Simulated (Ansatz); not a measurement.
# Preparing La2PbS4 (I-42d) as a host crystal, part 2 of 4

Aim: the runs on the perfect crystal La2PbS4 (I-42d) that a defect calculation needs first.

Ansatz 0.2.0; plane-wave PAW DFT, PBEsol; relaxation of the host's cell and atoms (the session's first sound run).

So far: Set-up; Host cell relaxation. The relaxed cell has a = 8.687, c = 8.646 Å (conventional setting).

**3. Dielectric tensors of the host**

The response to a uniform electric field gives the electronic dielectric tensor.

This step: plane-wave PAW DFPT, PBEsol; dielectric tensors, Born charges and zone-centre modes of the host (Ansatz 0.2.0).

Contents of eps/input.yaml:

```yaml
crystal:
  lattice:
    - [-4.343501773, 4.343501773, 4.3230702818]
    - [4.343501773, -4.343501773, 4.3230702818]
    - [4.343501773, 4.343501773, -4.3230702818]
  atoms:
    - { symbol: La, position: [0.375, 0.259878204, 0.384878204] }
    - { symbol: La, position: [0.875, 0.990121796, 0.615121796] }
    - { symbol: La, position: [0.740121796, 0.125, 0.115121796] }
    - { symbol: La, position: [0.009878204, 0.625, 0.884878204] }
    - { symbol: Pb, position: [0.25, 0.75, 0.5] }
    - { symbol: Pb, position: [0.5, 0.5, 0.0] }
    - { symbol: S, position: [0.2706271131, 0.0231724561, 0.9053922814] }
    - { symbol: S, position: [0.6322198254, 0.2268275439, 0.7474546571] }
    - { symbol: S, position: [0.4793728869, 0.8847651683, 0.2525453429] }
    - { symbol: S, position: [0.7731724561, 0.5206271131, 0.4053922814] }
    - { symbol: S, position: [0.6347651683, 0.7293728869, 0.7525453429] }
    - { symbol: S, position: [0.1152348317, 0.3677801746, 0.5946077186] }
    - { symbol: S, position: [0.9768275439, 0.8822198254, 0.2474546571] }
    - { symbol: S, position: [0.1177801746, 0.3652348317, 0.0946077186] }
basis:
  ecutwfc: 420
hamiltonian:
  xc: pbesol
kpoints:
  mp_grid: { grid: [4, 4, 4] }
scf:
  occupations: { method: fixed }
  max_iter: 100
phonons:
  method: dfpt
  dielectric: true
  rigid_motions: translations
```

Launch:

```sh
> ansatz run input.yaml --threads 4 --pin off --max-ram 7536MiB --backend cpu --events-out ev --progress --plain --runs-dir out
```

Numbers of over 12 decimals in the logs are rounded to 6 here.

What it wrote:

```text
[...]
Crystal: 14 atoms, lattice volume = 326.236 Å³
Basis set: ecut = 420 eV, 6427 PW (Γ), exchange–correlation on 120×120×120 points (8 copies of the dense FFT grid, shifted against one another)
Bands: 74, of which v1, the nominal top of the filled ones, is band 60 counted from 1 (59 counted from 0)
Symmetry: 8 space group operations
k-points: 36 of 64 (irreducible under 1 space group operation, time reversal used)
[...]
SCF iter   1: F=—  HF=-55258.715816 eV  |F-HF|=—  |Δ(HF+E_count)|=         —  Δρ=5.57e-3  dr2=1.45e-1  ethr=1.77e-3  ⟨swp⟩=6.1  Hψ=10606  notcnv=0  defer=381
[...]
SCF iter   9: F=-55258.685983 eV  HF=-55258.685983 eV  |F-HF|=7.28e-12  |Δ(HF+E_count)|=  2.91e-11  Δρ=8.38e-8  dr2=2.59e-11  ethr=1.00e-12  ⟨swp⟩=24.1  Hψ=22378  notcnv=0
SCF 1 converged in 9 iterations: F = -55258.685983 eV  dr2 = 2.59e-11
[...]
NSCF: frozen V_eff on 1 k-points
DFPT response loops at Γ: preconditioner auto → Resta (q_TF=auto, 2.309 Å⁻¹)  ε∞=5.2 (no band partly filled); β = 1.00, the filter's whole step (`scf.mixing.beta` (0.50) is not read by the response loops at its default; [...]
── the response to a field inside a basis, on 4×4×4 k-points: an SCF that follows is theirs, and a resumed run solves both again ──
Bands: 61, of which v1, the nominal top of the filled ones, is band 60 counted from 1 (59 counted from 0)
k-points: 11 of 64 (time reversal used)
[...]
Eigensolver: Dense (11 Hₖ)
SCF iter   1: F=—  HF=-55258.108593 eV  |F-HF|=—  |Δ(HF+E_count)|=         —  Δρ=5.07e-4  dr2=3.72e-4  ethr=1.00e-1
[...]
SCF iter   5: F=-55258.108668 eV  HF=-55258.108668 eV  |F-HF|=1.10e-8  |Δ(HF+E_count)|=   1.59e-7  Δρ=2.66e-6  dr2=2.96e-8  ethr=3.15e-10
SCF 1 converged in 5 iterations: F = -55258.108668 eV  dr2 = 2.96e-8
[...]
SCF converged after 9 iterations
Free energy (F): -55258.685983 eV
[...]
Internal energy: -55258.685983 eV  (E = F + TS)
E sigma→0 (E₀):  -55258.685983 eV
Fermi energy:    9.230052 eV
[...]
--- Band table (eV; the first three rows and the last of 36) ---
[...]
[... further k-points left out ...]
--- Phonons (Γ-DFPT): 8 representative perturbations + reference, on 36 of 64 k-points (Σ response iterations 32) ---
  k mesh reduced under 1 symmetry operation, with k and −k counted as one. Each operation leaves every solved perturbation unchanged. A smaller set is not considered because the run solves the response to a homogeneous field
  ASR residual: 2.847e-5 → 0.000e0 eV/Å²; symmetrization residual: 5.478e-6 eV/Å²
  ASR residual per site (eV/Å²): 2.85e-5 2.85e-5 2.85e-5 2.85e-5 2.80e-5 2.80e-5 6.50e-6 6.50e-6 6.50e-6 6.50e-6 6.50e-6 6.50e-6 6.50e-6 6.50e-6
  Γ frequencies (cm⁻¹): 0.00 0.00 0.00 42.55 56.08 57.06 57.06 67.63 67.63 83.68 86.62 108.04 108.23 108.23 113.07 114.43 114.43 129.64 141.85 141.85 144.43 144.43 162.88 173.56 180.49 181.71 181.71 185.34 190.55 190.55 207.49 208.90 215.37 222.75 222.75 [...]
  ε∞ (high-frequency dielectric tensor):
        9.965475    -0.000000     0.000000
       -0.000000     9.965475     0.000000
        0.000000     0.000000     9.645418
  ε⁰ (static dielectric tensor: ions relaxed, cell fixed):
       38.654025     0.000000    -0.000000
        0.000000    38.654025    -0.000000
       -0.000000    -0.000000    35.030478
  ε⁰ − ε∞ (ionic part):
       28.688550     0.000000    -0.000000
        0.000000    28.688550    -0.000000
       -0.000000    -0.000000    25.385061
  softest optical mode at Γ: 42.55 cm⁻¹; the repairs (sum rule, projections) moved no ω² at Γ by more than (1.43 cm⁻¹)²
  Born effective charges Z* (e; rows j = field, columns β = displacement):
    site 0:
         4.25427    0.00000   -0.00000
         0.00000    4.06940    0.15131
         0.00000    0.05138    4.32679
    site 1:
         4.25427    0.00000   -0.00000
         0.00000    4.06940   -0.15131
         0.00000   -0.05138    4.32679
    site 2:
         4.06940    0.00000   -0.15131
         0.00000    4.25427   -0.00000
        -0.05138   -0.00000    4.32679
    site 3:
         4.06940   -0.00000    0.15131
        -0.00000    4.25427   -0.00000
         0.05138   -0.00000    4.32679
    site 4:
         4.14369    0.20263   -0.00000
        -0.20263    4.14369    0.00000
         0.00000    0.00000    4.05348
    site 5:
         4.14369   -0.20263   -0.00000
         0.20263    4.14369    0.00000
        -0.00000    0.00000    4.05348
    site 6:
        -3.23184   -0.30825   -0.23911
        -0.24032   -3.00184   -0.17446
        -0.19080   -0.18454   -3.17677
    site 7:
        -3.23184    0.30825   -0.23911
         0.24032   -3.00184    0.17446
        -0.19080    0.18454   -3.17677
    site 8:
        -3.23184    0.30825    0.23911
         0.24032   -3.00184   -0.17446
         0.19080   -0.18454   -3.17677
    site 9:
        -3.00184   -0.24032   -0.17446
        -0.30825   -3.23184   -0.23911
        -0.18454   -0.19080   -3.17677
    site 10:
        -3.00184    0.24032   -0.17446
[...]
site 11:
[...]
site 12:
[...]
site 13:
[...]
Z* charge neutrality: 4.698e-2 e pre-enforcement
  solved inside a basis spanned on kpoints, on 4×4×4 k-points, its susceptibility summed on 8×8×8: ε∞ is read to err by 3.7e-2, Z* by 3.3e-2 e (field_mesh: kpoints solves on kpoints); Z* is corrected for what the basis lacks
  optical modes at Γ without the LO–TO term, one row a degenerate level:
      ω (cm⁻¹)  modes    IR ((D/Å)²/amu)
[...]
optical modes at Γ + LO–TO along q̂ = [1.0000, 0.0000, 0.0000]:
      ω (cm⁻¹)  modes    IR ((D/Å)²/amu)
[...]
optical modes at Γ + LO–TO along q̂ = [0.0000, 1.0000, 0.0000]:
      ω (cm⁻¹)  modes    IR ((D/Å)²/amu)
[...]
optical modes at Γ + LO–TO along q̂ = [0.0000, 0.0000, 1.0000]:
      ω (cm⁻¹)  modes    IR ((D/Å)²/amu)
[...]
190.55      2             5.2221
        207.49      1             0.0000
        208.65      1             0.0427
        215.37      1             0.0000
        222.75      2             1.0560
        229.80      1             0.0000
        239.93      1             0.0000
        241.21      1             0.0000
        261.51      1             0.0000
        267.27      2             0.7473
        273.96      1             0.0000
        285.85      1            73.3634
```

The job ended after 13 min (4 threads of Arm Neoverse V1, shared host; peak memory 4.7 GiB; 50 min of CPU time).

Electronic dielectric tensor:

```
9.97 0.00 0.00
0.00 9.97 0.00
0.00 0.00 9.65
```

Static dielectric tensor:

```
38.65  0.00  0.00
 0.00 38.65  0.00
 0.00  0.00 35.03
```

The principal values of the electronic dielectric tensor are 9.65, 9.97 and 9.97. The principal values of the static dielectric tensor are 35.03, 38.65 and 38.65.

**4. Primitive cell on a dense mesh**

A dense mesh gives the host's converged energy, against which the supercell's sampling is tested.

This step: plane-wave PAW DFT, PBEsol; single point of the host's primitive cell on a dense mesh (Ansatz 0.2.0).

dense/input.yaml, as its differences from eps/input.yaml of step 3:

```diff
@@ -22,2 +22,3 @@
   ecutwfc: 420
+  xc_grid: 2
 hamiltonian:
@@ -25,9 +26,5 @@
 kpoints:
-  mp_grid: { grid: [4, 4, 4] }
+  mp_grid: { grid: [5, 5, 5] }
 scf:
-  occupations: { method: fixed }
-  max_iter: 100
-phonons:
-  method: dfpt
-  dielectric: true
-  rigid_motions: translations
+  occupations: { method: fermi_dirac, width: 0.01 }
+  max_iter: 80
```

What it wrote:

```text
[...]
Crystal: 14 atoms, lattice volume = 326.236 Å³
Basis set: ecut = 420 eV, 6427 PW (Γ), exchange–correlation on 108×108×108 points (8 copies of the dense FFT grid, shifted against one another)
Bands: 74, of which v1, the nominal top of the filled ones, is band 60 counted from 1 (59 counted from 0)
Symmetry: 8 space group operations
[...]
k-points: 18 of 125 (time reversal used)
[...]
SCF iter   1: F=—  HF=-55258.716237 eV  |F-HF|=—  |Δ(HF+E_count)|=         —  Δρ=5.56e-3  dr2=1.45e-1  ethr=1.77e-3  ⟨swp⟩=9.1  Hψ=6915  notcnv=0  defer=2
[...]
SCF iter   7: F=-55258.685963 eV  HF=-55258.685963 eV  |F-HF|=4.15e-9  |Δ(HF+E_count)|=   6.50e-9  Δρ=1.83e-6  dr2=1.08e-8  ethr=2.72e-10  ⟨swp⟩=3.0  Hψ=2459  notcnv=0
SCF 1 converged in 7 iterations: F = -55258.685963 eV  dr2 = 1.08e-8
[...]
SCF converged after 7 iterations
Free energy (F): -55258.685963 eV
[...]
Internal energy: -55258.685963 eV  (E = F + TS)
E sigma→0 (E₀):  -55258.685963 eV
Fermi energy:    10.295600 eV
[...]
```

Wall time 13 s (4 threads); peak memory 1.1 GiB; 51 s of CPU time.

**5. Self-consistent run**

This step: plane-wave PAW DFT, PBEsol; single point of the defect-free supercell, a test of its k-points (Ansatz 0.2.0).

System of this step: La2PbS4 (I-42d). The cell holds 56 atoms: 16 La, 8 Pb and 32 S. Cell: a = 12.256 Å, b = 12.256 Å, c = 12.285 Å, α = 59.9°, β = 59.9°, γ = 60.2°.

Contents of pristine.sampling/input.yaml:

```yaml
crystal:
  lattice:
    - [0.0, 8.687003546, 8.6461405635]
    - [8.687003546, 0.0, 8.6461405635]
    - [8.687003546, 8.687003546, 0.0]
  atoms:
    - { symbol: La, position: [0.120060898, 0.004939102, 0.129939102] }
    - { symbol: La, position: [0.370060898, 0.254939102, 0.379939102] }
    - { symbol: La, position: [0.620060898, 0.504939102, 0.629939102] }
    - { symbol: La, position: [0.870060898, 0.754939102, 0.879939102] }
    - { symbol: La, position: [0.004939102, 0.120060898, 0.745060898] }
    - { symbol: La, position: [0.254939102, 0.370060898, 0.995060898] }
    - { symbol: La, position: [0.504939102, 0.620060898, 0.245060898] }
    - { symbol: La, position: [0.754939102, 0.870060898, 0.495060898] }
    - { symbol: La, position: [0.245060898, 0.629939102, 0.620060898] }
    - { symbol: La, position: [0.495060898, 0.879939102, 0.870060898] }
    - { symbol: La, position: [0.745060898, 0.129939102, 0.120060898] }
    - { symbol: La, position: [0.995060898, 0.379939102, 0.370060898] }
    - { symbol: La, position: [0.129939102, 0.745060898, 0.004939102] }
    - { symbol: La, position: [0.379939102, 0.995060898, 0.254939102] }
    - { symbol: La, position: [0.629939102, 0.245060898, 0.504939102] }
    - { symbol: La, position: [0.879939102, 0.495060898, 0.754939102] }
    - { symbol: Pb, position: [0.125, 0.625, 0.375] }
    - { symbol: Pb, position: [0.375, 0.875, 0.625] }
    - { symbol: Pb, position: [0.625, 0.125, 0.875] }
    - { symbol: Pb, position: [0.875, 0.375, 0.125] }
    - { symbol: Pb, position: [0.0, 0.0, 0.5] }
    - { symbol: Pb, position: [0.25, 0.25, 0.75] }
    - { symbol: Pb, position: [0.5, 0.5, 0.0] }
    - { symbol: Pb, position: [0.75, 0.75, 0.25] }
    - { symbol: S, position: [0.2208291505, 0.9733744934, 0.8555943188] }
    - { symbol: S, position: [0.4708291505, 0.2233744934, 0.1055943188] }
    - { symbol: S, position: [0.7208291505, 0.4733744934, 0.3555943188] }
    - { symbol: S, position: [0.9708291505, 0.7233744934, 0.6055943188] }
    - { symbol: S, position: [0.2305943188, 0.8252020373, 0.3458291505] }
    - { symbol: S, position: [0.4805943188, 0.0752020373, 0.5958291505] }
    - { symbol: S, position: [0.7305943188, 0.3252020373, 0.8458291505] }
    - { symbol: S, position: [0.9805943188, 0.5752020373, 0.0958291505] }
    - { symbol: S, position: [0.0752020373, 0.4805943188, 0.8483744934] }
    - { symbol: S, position: [0.3252020373, 0.7305943188, 0.0983744934] }
    - { symbol: S, position: [0.5752020373, 0.9805943188, 0.3483744934] }
    - { symbol: S, position: [0.8252020373, 0.2305943188, 0.5983744934] }
    - { symbol: S, position: [0.0983744934, 0.8458291505, 0.7305943188] }
    - { symbol: S, position: [0.3483744934, 0.0958291505, 0.9805943188] }
    - { symbol: S, position: [0.5983744934, 0.3458291505, 0.2305943188] }
    - { symbol: S, position: [0.8483744934, 0.5958291505, 0.4805943188] }
    - { symbol: S, position: [0.1055943188, 0.2002020373, 0.2233744934] }
    - { symbol: S, position: [0.3555943188, 0.4502020373, 0.4733744934] }
    - { symbol: S, position: [0.6055943188, 0.7002020373, 0.7233744934] }
    - { symbol: S, position: [0.8555943188, 0.9502020373, 0.9733744934] }
    - { symbol: S, position: [0.0958291505, 0.3483744934, 0.5752020373] }
    - { symbol: S, position: [0.3458291505, 0.5983744934, 0.8252020373] }
    - { symbol: S, position: [0.5958291505, 0.8483744934, 0.0752020373] }
    - { symbol: S, position: [0.8458291505, 0.0983744934, 0.3252020373] }
    - { symbol: S, position: [0.2002020373, 0.1055943188, 0.4708291505] }
    - { symbol: S, position: [0.4502020373, 0.3555943188, 0.7208291505] }
    - { symbol: S, position: [0.7002020373, 0.6055943188, 0.9708291505] }
    - { symbol: S, position: [0.9502020373, 0.8555943188, 0.2208291505] }
    - { symbol: S, position: [0.2233744934, 0.4708291505, 0.2002020373] }
    - { symbol: S, position: [0.4733744934, 0.7208291505, 0.4502020373] }
    - { symbol: S, position: [0.7233744934, 0.9708291505, 0.7002020373] }
    - { symbol: S, position: [0.9733744934, 0.2208291505, 0.9502020373] }
basis:
  ecutwfc: 420
  xc_grid: 2
hamiltonian:
  xc: pbesol
kpoints:
  mp_grid: { grid: [1, 1, 1], shift: [0.25, 0.25, 0.25] }
scf:
  occupations: { method: fermi_dirac, width: 0.01 }
  max_iter: 80
```

What it wrote:

```text
[...]
Crystal: 56 atoms, lattice volume = 1304.945 Å³
Basis set: ecut = 420 eV, 25557 PW (Γ), exchange–correlation on 180×180×180 points (8 copies of the dense FFT grid, shifted against one another)
Bands: 296, of which v1, the nominal top of the filled ones, is band 240 counted from 1 (239 counted from 0)
Symmetry: 8 space group operations
k-points: 1
[...]
SCF iter   1: F=—  HF=-221035.039238 eV  |F-HF|=—  |Δ(HF+E_count)|=         —  Δρ=5.63e-3  dr2=6.01e-1  ethr=1.77e-3  ⟨swp⟩=10.0  Hψ=1517  notcnv=0  defer=12
[...]
SCF iter   7: F=-221034.914730 eV  HF=-221034.914730 eV  |F-HF|=5.10e-8  |Δ(HF+E_count)|=   5.28e-8  Δρ=2.42e-6  dr2=1.39e-7  ethr=2.08e-10  ⟨swp⟩=3.0  Hψ=618  notcnv=0
SCF 1 converged in 7 iterations: F = -221034.914730 eV  dr2 = 1.39e-7
[...]
SCF converged after 7 iterations
Free energy (F): -221034.914730 eV
[...]
Internal energy: -221034.914730 eV  (E = F + TS)
E sigma→0 (E₀):  -221034.914730 eV
Fermi energy:    10.342834 eV
[...]
```

Run time: 19 s. Hardware: 4 threads; peak memory 2.5 GiB; 73 s of CPU time.

Numbers from this step:

* energy over dense mesh: -0.003051 eV/atom

(Part 2 of 4 ends here.)

[Logs are printed without paths, hosts, clocks, repeated set-up lines and the standing remarks that a program may print on its own settings, such as how far it seeks lower states.]

[Hosts, paths, dates, database ids (printed as entryN), source tags and the programs' standing remarks are cut or masked in the printed files.]

[Runs of the host that timed out are not shown.]

[For some hosts the program warned that the k-mesh of the response run may be too coarse for force constants and the static dielectric constant; such warnings are not always shown.]
